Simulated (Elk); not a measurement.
An input for Elk 11.2.3 (patched build) (CdS (Hawleyite)):

```
tasks
  185
  186
  187

xctype
  20

rgkmax
  8.5

gmaxvr
  18.0

lmaxapw
  10

lmaxo
  8

nxlo
  2

lorbcnd
  .true.

autolinengy
  .true.

tshift
  .false.

ngridk
  4 4 4

vkloff
  0.05 0.15 0.25

nempty
  10

swidth
  0.00551

scissor
  0.05711

gmaxrf
  2.5

wplot
  232 100 0
  0.0 0.4265

optcomp
  1 1
  2 2
  3 3

nvbse
  3

ncbse
  3

bsefull
  .true.

sppath
  './'

avec
  0.0000000000 5.5901878219 5.5901878219
  5.5901878219 0.0000000000 5.5901878219
  5.5901878219 5.5901878219 -0.0000000000

atoms
  2
  'Cd.in'
  1
  0.0000000000 0.0000000000 0.0000000000
  'S.in'
  1
  0.2500000000 0.2500000000 0.2500000000
```

```sh
OMP_NUM_THREADS=4 elk > log
```

How long will it take on 4 threads of Arm Neoverse V1, shared host, and how much memory?

It took 76 s; on shared hardware allow 38 s to 2.5 min. Peak host memory was 0.19 GiB.

The matrix is small, so building the kernel's matrix elements and any screening outweighs its diagonalisation.

[Long decimals in the printed logs are rounded to 6 places.]

[Logs are printed without paths, hosts, clocks, repeated set-up lines and the standing remarks that a program may print on its own settings, such as how far it seeks lower states.]

[Paths, hosts, dates, memory and timing lines, banners, echoed tables and standing remarks are left out of the program output; an Ansatz launch command may be rebuilt from the run's recorded settings. Measured values are a selection of at most five: reports struck by readers or far from the other reports are left out. None is set beside runs whose start may be inverted or whose files or cutoffs have a known fault.]

[Runs of the session that timed out or met a known fault of the program may be left out.]

[Hosts, paths, dates, database ids (printed as entryN), source tags and the programs' standing remarks are cut or masked in the printed files.]

[Where Elk ran, warnings of its patched build on accuracy (core leakage, angular cutoffs, spin-orbit splittings, empty states, lower magnetic states) are left out.]
